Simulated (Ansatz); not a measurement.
**What Li5Sc (built on the YCu5 structure) distorts into**

Wanted: the energy along a soft mode of Li5Sc (built on the YCu5 structure) and the structure at the end.

Calculated with Ansatz 0.2.0; DFT LDA, scalar-relativistic, plane waves, norm-conserving pseudopotentials.

The raw output is cut from this account; settings, times and results stay.

The structure was built from a prototype and need not be the compound's stable phase.

## (1) Set-up

It takes space group P6/mmm (No. 191, hexagonal). Conventional cell: a = 5.459 Å, b = 5.459 Å, c = 4.405 Å, α = 90.00°, β = 90.00°, γ = 120.00°. Nearest to Sc lie 18 Li at 3.15 to 3.51 Å. Nearest to Li lie 8 Li at 2.71 to 2.73 Å and 4 Sc at 3.51 Å. Nearest to Li lie 9 Li at 2.71 to 3.15 Å and 3 Sc at 3.15 Å. Farther neighbours, and contacts between anions beyond the nearest, are not listed.

## (2) Phonons on a q mesh

Stability and thermal properties need the whole zone. Linear response on a 2×2×2 q mesh gives force constants as far as a supercell of that size would.

Input file input.yaml:

```yaml
crystal:
  lattice:
    - [5.4587728257, -3.2997e-06, 0.0]
    - [-2.7293835553, 4.7274375904, 0.0]
    - [0.0, 0.0, 4.4051032889]
  atoms:
    - { symbol: Sc, position: [0.0, 0.0, 0.0] }
    - { symbol: Li, position: [0.5, 0.0, 0.5] }
    - { symbol: Li, position: [0.5, 0.5, 0.5] }
    - { symbol: Li, position: [0.0, 0.5, 0.5] }
    - { symbol: Li, position: [0.3333333333, 0.6666666667, 0.0] }
    - { symbol: Li, position: [0.6666666667, 0.3333333333, 0.0] }
kpoints:
  mp_grid: { grid: [6, 6, 8] }
hamiltonian:
  xc: lda
  pseudopotentials: { kind: nc }
scf:
  occupations: { method: methfessel_paxton, width: 0.15 }
output:
  eigenvalues: true
phonons:
  method: dfpt
  qmesh: [2, 2, 2]
  temperatures: { t_max: 1000, t_step: 50 }
  qpath:
    path:
      - [[0.0, 0.0, 0.0], [0.5, 0.0, 0.0], [0.33333333, 0.33333333, 0.0], [0.0, 0.0, 0.0], [0.0, 0.0, 0.5], [0.5, 0.0, 0.5], [0.33333333, 0.33333333, 0.5], [0.0, 0.0, 0.5]]
      - [[0.5, 0.0, 0.5], [0.5, 0.0, 0.0]]
      - [[0.33333333, 0.33333333, 0.5], [0.33333333, 0.33333333, 0.0]]
    npoints: 10
```

The run is started by

```console
> ansatz run input.yaml --threads 8 --pin off --max-ram 14336MiB --backend cpu --events-out ev --progress --plain --runs-dir out
```

It took 3.8 min on 8 threads of Arm Neoverse V2, shared host; peak memory 2.1 GiB.

Read from the output:

```
volume per atom                                         : 18.95 Å³
gap on the k-mesh                                       : 0 eV
sum-rule residual before enforcement                    : 6.23e-5 eV/Å²
lowest frequency on the path                            : -192.5 cm⁻¹
point group                                             : 6/mmm
highest frequency on path, mesh or solved points        : 512.6 cm⁻¹
highest optical mode at the zone centre (no LO-TO term) : 469.9 cm⁻¹
lowest optical zone-centre mode                         : -168.1 cm⁻¹
lowest mode on the q mesh (acoustic modes at Γ apart)   : -192.4 cm⁻¹
```

Frequencies (cm⁻¹) solved at each irreducible wavevector; negative means imaginary. Frequencies by wavevector, by row:

```csv
q in reciprocal lattice units,star,mode 1,mode 2,mode 3,mode 4,mode 16,mode 17,mode 18
0 0 0,1,-168.1,0,0,0,373.5,451.3,469.9
0 0 -0.5,1,-192.4,-39.5,55.6,55.6,364.4,364.4,512.6
0 -0.5 0,3,-87.9,68,88.6,110.2,415.7,433.3,435.2
0 -0.5 -0.5,3,-99.7,-48.9,-37.8,106.3,359.1,412.9,467.1
```

Interpolated from a 2×2×2 q mesh, rough between the solved points. Phonon branches along the path, in cm⁻¹:

| point | branch 1 | branch 2 | branch 3 | branch 4 | branch 15 | branch 16 | branch 17 | branch 18 |
| --- | --- | --- | --- | --- | --- | --- | --- | --- |
| Γ | -168 | 0 | 0 | 0 | 332 | 374 | 451 | 470 |
| halfway | -130 | 41 | 55 | 87 | 351 | 396 | 445 | 457 |
| M | -88 | 68 | 89 | 110 | 382 | 416 | 433 | 435 |
| halfway | -41 | 71 | 93 | 110 | 392 | 419 | 428 | 433 |
| K | 74 | 91 | 91 | 117 | 411 | 411 | 426 | 426 |
| halfway | -115 | 48 | 63 | 94 | 358 | 401 | 443 | 453 |
| Γ | -168 | 0 | 0 | 0 | 332 | 374 | 451 | 470 |
| halfway | -181 | 19 | 33 | 33 | 348 | 348 | 414 | 499 |
| A | -192 | -40 | 56 | 56 | 331 | 364 | 364 | 513 |
| halfway | -148 | -47 | -38 | 72 | 360 | 362 | 368 | 497 |
| L | -100 | -49 | -38 | 106 | 346 | 359 | 413 | 467 |
| halfway | -51 | -49 | 44 | 106 | 341 | 361 | 422 | 461 |
| H | -50 | 92 | 102 | 102 | 331 | 362 | 443 | 443 |
| halfway | -130 | -47 | 23 | 66 | 357 | 362 | 378 | 492 |
| A | -192 | -40 | 56 | 56 | 331 | 364 | 364 | 513 |
| jump to L | -100 | -49 | -38 | 106 | 346 | 359 | 413 | 467 |
| halfway | -94 | 32 | 86 | 108 | 348 | 352 | 427 | 461 |
| M | -88 | 68 | 89 | 110 | 382 | 416 | 433 | 435 |
| jump to H | -50 | 92 | 102 | 102 | 331 | 362 | 443 | 443 |
| halfway | 37 | 92 | 92 | 114 | 355 | 355 | 443 | 443 |
| K | 74 | 91 | 91 | 117 | 411 | 411 | 426 | 426 |

Symmetry leaves 4 wavevectors to solve. The lowest mode among them, the acoustic zeros apart, lies at q = (0, 0, -0.5) and is imaginary, 192.4i cm⁻¹, so the energy falls along it.

## (3) The mode frozen in, largest atomic shift 0 Å

The mode followed lies at Γ with frequency 168.1i cm⁻¹, one of the unstable modes though not the softest. At small amplitude the pattern taken leaves space group no. 189 by a symmetry search on the positions. The undistorted cell that holds it gives the zero of energy on the same k mesh.

input.yaml, the sections that differ from step 2:

```yaml
output:
  forces: true
  stress: true
  eigenvalues: true
# crystal, kpoints, hamiltonian, scf: as in step 2
# phonons: removed
```

Run time: 1.9 s. Hardware: 8 threads; peak memory 0.79 GiB.

Numbers from this step:

| Quantity | Value |
| --- | --- |
| pressure | 5.24e-4 GPa |
| energy from the undistorted cell | 0 meV/atom |

The run ends at a pressure of 0.00 GPa.

## (4) The mode frozen in, largest atomic shift 0.6 Å

The atoms are moved along the unstable eigenvector, the largest shift by 0.6 Å, with the cell fixed.

input.yaml, the sections that differ from step 3:

```yaml
crystal:
  lattice:
    - [5.4587728257, -3.2997e-06, 0.0]
    - [-2.7293835553, 4.7274375904, 0.0]
    - [0.0, 0.0, 4.4051032889]
  atoms:
    - { symbol: Sc, position: [0.0, 0.0, 0.0] }
    - { symbol: Li, position: [0.609914814, 0.0, 0.5] }
    - { symbol: Li, position: [0.390085186, 0.390085186, 0.5] }
    - { symbol: Li, position: [0.0, 0.609914814, 0.5] }
    - { symbol: Li, position: [0.3333333333, 0.6666666667, 0.0] }
    - { symbol: Li, position: [0.6666666667, 0.3333333333, 0.0] }
# kpoints, hamiltonian, scf, output: as in step 3
```

The job ended after 2.8 s (8 threads; peak memory 0.71 GiB).

Read from the output:

| Quantity | Value |
| --- | --- |
| pressure | -0.3289 GPa |
| energy from the undistorted cell | -33.91 meV/atom |

The energy, extrapolated to zero smearing, is -33.91 meV/atom against the undistorted cell.

The run ends at a pressure of -0.33 GPa, with forces up to 0.053 eV/Å.

## (5) Energy along the mode, all amplitudes (two of the runs are shown above)

An imaginary frequency means negative curvature, so the energy should fall and then rise again as anharmonic terms take over.

Numbers from this step:

- depth at the lowest point sampled: 33.91 meV/atom
- largest atomic shift at that point: 0.6 Å

The energy from the parent by largest atomic shift:

```
largest atomic shift (Å)  energy from the parent (meV/atom)
                   0.000                                  0
                   0.040                             -0.283
                   0.080                              -1.12
                   0.140                              -3.38
                   0.220                              -7.98
                   0.320                              -15.5
                   0.450                              -25.8
                   0.600                              -33.9
```

Displacement at unit largest shift by atom:

```csv
atom,x (Å),y (Å),z (Å),size
Sc1,0.00,0.00,0.00,0.00
Li2,1.00,0.00,0.00,1.00
Li3,-0.50,-0.87,0.00,1.00
Li4,-0.50,0.87,0.00,1.00
Li5,0.00,0.00,0.00,0.00
Li6,0.00,0.00,0.00,0.00
```

The energy still falls at the last step, so the rise lies beyond the steps tried.

## (6) Relaxation from the frozen mode

Starting from the lowest point found, all atoms and the cell are let go, so that strain and other modes of the same symmetry can join in.

Edit input.yaml of step 4 so:

```diff
@@ -23 +23,6 @@
   eigenvalues: true
+relax:
+  adjacent_minimum: "off"
+  f_tol: 0.002
+  max_steps: 120
+  cell: { stress_tol: 0.03 }
```

Run time: 27 s. Hardware: 8 threads; peak memory 0.86 GiB.

Relaxation path:

| step | energy less that of the first step (eV) | largest force component (eV/Å) | pressure (GPa) | volume (Å³) |
| --- | --- | --- | --- | --- |
| 1 | 0.0000 | 0.0532 | -0.33 | 113.68 |
| 2 | -0.0685 | 0.0089 | 0.24 | 110.99 |
| 3 | -0.1116 | 0.0223 | 0.06 | 111.85 |
| 4 | -0.1119 | 0.0576 | -0.03 | 112.72 |
| 5 | -0.1150 | 0.0141 | 0.01 | 112.13 |
| 6 | -0.1153 | 0.0002 | 0.00 | 112.24 |
| 7* | -0.1184 | 0.0001 | 0.06 | 112.24 |
| 8 | -0.1187 | 0.0010 | 0.00 | 112.55 |
| 9 | -0.1187 | 0.0000 | 0.00 | 112.58 |
| 10* | -0.1187 | 0.0000 | 0.00 | 112.58 |

Relaxation steps marked * repeat the geometry before them on a plane-wave basis chosen anew for their cell, so energy and pressure can jump there.

Forces are held to the 12 operations that the program found; a distortion that breaks them can't arise in this run.

```csv
"conventional cell, symmetrised",before,after,change
a (Å),5.459,5.177,-5.2 %
b (Å),5.459,5.177,-5.2 %
c (Å),4.405,4.851,+10.1 %
volume (Å³/atom),18.95,18.76,-1.0 %
```

The atoms that moved most (Å, as changes of fractional coordinates times the final cell):

| atom | dx | dy | dz | length |
| --- | --- | --- | --- | --- |
| Li2 | 0.144 | 0.000 | 0.000 | 0.144 |
| Li4 | -0.072 | 0.124 | 0.000 | 0.144 |
| Li3 | -0.072 | -0.124 | 0.000 | 0.144 |

Read from the output:

- pressure: 3.93e-4 GPa
- volume per atom: 18.76 Å³

The distorted start has space group P-62m; the relaxation ends in P-62m.

## (7) The new phase in its own primitive cell

The relaxed structure is symmetrised, reduced to its primitive cell and relaxed tightly, as its phonons need.

input.yaml, the sections that differ from step 6:

```yaml
crystal:
  lattice:
    - [5.176768322, 0.0, 0.0]
    - [-2.588384161, 4.4832128763, 0.0]
    - [0.0, 0.0, 4.8508761097]
  atoms:
    - { symbol: Sc, position: [0.0, 0.0, 0.0] }
    - { symbol: Li, position: [0.6376557078, 0.0, 0.5] }
    - { symbol: Li, position: [0.3623442922, 0.3623442922, 0.5] }
    - { symbol: Li, position: [0.0, 0.6376557078, 0.5] }
    - { symbol: Li, position: [0.3333333333, 0.6666666667, 0.0] }
    - { symbol: Li, position: [0.6666666667, 0.3333333333, 0.0] }
kpoints:
  mp_grid: { grid: [9, 9, 6] }
relax:
  adjacent_minimum: "off"
  f_tol: 0.001
  max_steps: 60
  cell: { stress_tol: 0.01 }
# hamiltonian, scf, output: as in step 6
```

Run time: 21 s. Hardware: 8 threads; peak memory 0.91 GiB; 2.7 min of CPU time.

Step by step:

| step | energy less that of the first step (eV) | largest force component (eV/Å) | pressure (GPa) | volume (Å³) |
| --- | --- | --- | --- | --- |
| 1 | 0.0000 | 0.0012 | 0.02 | 112.58 |
| 2 | -0.0003 | 0.0010 | 0.00 | 112.69 |
| 3 | -0.0004 | 0.0018 | 0.01 | 112.58 |
| 4 | -0.0004 | 0.0034 | 0.00 | 112.65 |
| 5 | -0.0004 | 0.0001 | 0.00 | 112.65 |
| 6* | -0.0004 | 0.0001 | 0.00 | 112.65 |

Relaxation steps marked * repeat the geometry before them on a plane-wave basis chosen anew for their cell, so energy and pressure can jump there. Relaxation step 4 was tried and not accepted.

Forces are held to the 12 operations that the program found; a distortion that breaks them can't arise in this run.

```csv
"conventional cell, symmetrised",before,after,change
a (Å),5.177,5.192,+0.3 %
b (Å),5.177,5.192,+0.3 %
c (Å),4.851,4.825,-0.5 %
volume (Å³/atom),18.76,18.77,+0.1 %
```

Read from the output:

```yaml
pressure: 7.20e-4 GPa
volume_per_atom: 18.77 Å³
```

The largest force component left is 0.14 meV/Å and the pressure is 0.001 GPa, within the tolerances set. The cell now holds 18.77 Å³/atom.

## (8) Modes of the new phase, k-mesh 9×9×6

A relaxed structure may still be a saddle point, so its zone-centre modes are computed. No field response is asked, since the mesh shows no gap.

input.yaml, the sections that differ from step 7:

```yaml
crystal:
  lattice:
    - [5.1918868355, 0.0, 0.0]
    - [-2.5959434177, 4.4963058931, 0.0]
    - [0.0, 0.0, 4.8254438613]
  atoms:
    - { symbol: Sc, position: [0.0, 0.0, 0.0] }
    - { symbol: Li, position: [0.6366540906, 0.0, 0.5] }
    - { symbol: Li, position: [0.3633459094, 0.3633459094, 0.5] }
    - { symbol: Li, position: [0.0, 0.6366540906, 0.5] }
    - { symbol: Li, position: [0.3333333333, 0.6666666667, 0.0] }
    - { symbol: Li, position: [0.6666666667, 0.3333333333, 0.0] }
output:
  eigenvalues: true
phonons:
  method: dfpt
# kpoints, hamiltonian, scf: as in step 7
# relax: removed
```

It took 1.7 min on 8 threads; peak memory 3.6 GiB.

Numbers from this step:

```yaml
sum_rule_residual_before_enforcement: 2.94e-4 eV/Å²
point_group: -6m2
highest_optical_mode_at_the_zone_centre_no_lo_to_term: 355.2 cm⁻¹
lowest_optical_zone_centre_mode: 131.8 cm⁻¹
```

Patterns of degenerate modes are one choice out of their space. The modes at Γ (shares of kinetic energy by element, %):

| mode | frequency (cm⁻¹) | symmetry | Sc % | Li % |
| --- | --- | --- | --- | --- |
| 1 | 0.0 | acoustic | 56 | 44 |
| 2 | 0.0 | acoustic | 56 | 44 |
| 3 | 0.0 | acoustic | 56 | 44 |
| 4 | 131.8 | E' | 23 | 77 |
| 5 | 131.8 | E' | 23 | 77 |
| 6 | 170.3 | A2'' | 41 | 59 |
| 7 | 245.2 | A1' | 0 | 100 |
| 8 | 281.8 | A1'' | 0 | 100 |
| 9 | 294.3 | E'' | 0 | 100 |
| 10 | 294.3 | E'' | 0 | 100 |
| 11 | 294.5 | E' | 5 | 95 |
| 12 | 294.5 | E' | 5 | 95 |
| 13 | 302.9 | E' | 15 | 85 |
| 14 | 302.9 | E' | 15 | 85 |
| 15 | 335.2 | E' | 0 | 100 |
| 16 | 335.2 | E' | 0 | 100 |
| 17 | 350.9 | A2' | 0 | 100 |
| 18 | 355.2 | A2'' | 2 | 98 |

Displacements in mode 4 (131.8 cm⁻¹), the largest set to 1:
```
Sc1  0.00 -0.33  0.00
Li2  0.00  1.00  0.00
Li3 -0.13  0.77  0.00
Li4  0.13  0.77  0.00
Li5 -0.01 -0.21  0.00
Li6  0.01 -0.21  0.00
```

Displacements in mode 8 (281.8 cm⁻¹), the largest set to 1:
```
Sc1  0.00  0.00  0.00
Li2  0.00  0.00  0.00
Li3  0.00  0.00  0.00
Li4  0.00  0.00  0.00
Li5  0.00  0.00 -1.00
Li6  0.00  0.00  1.00
```

Before it was imposed, the acoustic sum rule was missed by 2.9e-4 eV/Å². Small misses are needed for a sound result but don't prove that mesh and cutoff are converged. The lowest optical mode is real, 132 cm⁻¹.

## (9) The phases reached

The phases reached along the modes that were followed are set side by side.

Energies are those of the first relaxation, on the mesh of the frozen mode; space group, volume and gap are those of the last relaxation. Phases, by row:

```csv
mode frozen in,space group,energy from parent (meV/atom),volume (Å³/atom),gap on mesh (eV),lowest zone-centre optical mode (cm⁻¹),largest shift (Å)
parent,P6/mmm,0,18.95,0,–,–
"q = (0, 0, -0.5), 192i cm⁻¹",P6_3/mcm,-53.91,18.75,0,–,0.717
"q = (0, 0, 0), 168i cm⁻¹",P-62m,-53.56,18.77,0,131.8,0.713
```

## (10) Outcome

```yaml
unstable_mode_of_the_parent: q = (0, 0, 0), 168i cm⁻¹
depth_at_the_lowest_point_sampled: 33.9 meV/atom
largest_atomic_shift_at_that_point: 0.6 Å
space_group_reached: P-62m
energy_gained_over_the_parent_first_relaxation_on_the_mesh_of_the_frozen_mode: 53.6 meV/atom
volume_per_atom_phase_reached: 18.8 Å³
lowest_optical_zone_centre_mode_phase_reached: 132 cm⁻¹
highest_optical_mode_at_the_zone_centre_no_lo_to_term_phase_reached: 355 cm⁻¹
```

What this shows: Along this mode the structure falls into P-62m, 53.6 meV/atom below the parent. At the parent's cell the well is 33.91 meV/atom deep on the steps tried, with its lowest point at a shift of 0.6 Å. That is the last step tried, so the steps alone don't bracket the bottom of the well. Relaxing atoms and cell changes the gain by +19.65 meV/atom against the lowest step (energies at zero smearing). The new phase has no imaginary mode at the zone centre of its cell; other wavevectors were not checked. Of the 2 patterns followed from this parent, this one ends 0.345 meV/atom above the lowest, P6_3/mcm. Differences under 1.0 meV/atom are within the error of comparing unlike cells and meshes, so the order among close phases is not settled. Each path keeps the symmetry of its pattern, so a lower phase may lie along a pattern not tried. The q mesh stands for a supercell only 8.8 Å across, so branches between the solved wavevectors are rough. With no gap, or one that is small against the smearing, the frequencies hang on the k mesh and the smearing, most of all near Kohn anomalies. The starting cell was built on a prototype and not taken from a measurement, so the phase need not exist.

[Long decimals in the printed logs are rounded to 6 places.]

[Logs are printed without paths, hosts, clocks, repeated set-up lines and the standing remarks that a program may print on its own settings, such as how far it seeks lower states.]

[Hosts, paths, dates, database ids (printed as entryN), source tags and the programs' standing remarks are cut or masked in the printed files.]

[Where the starting crystal was built by hand or by swapping elements, it need not be the compound's stable phase.]
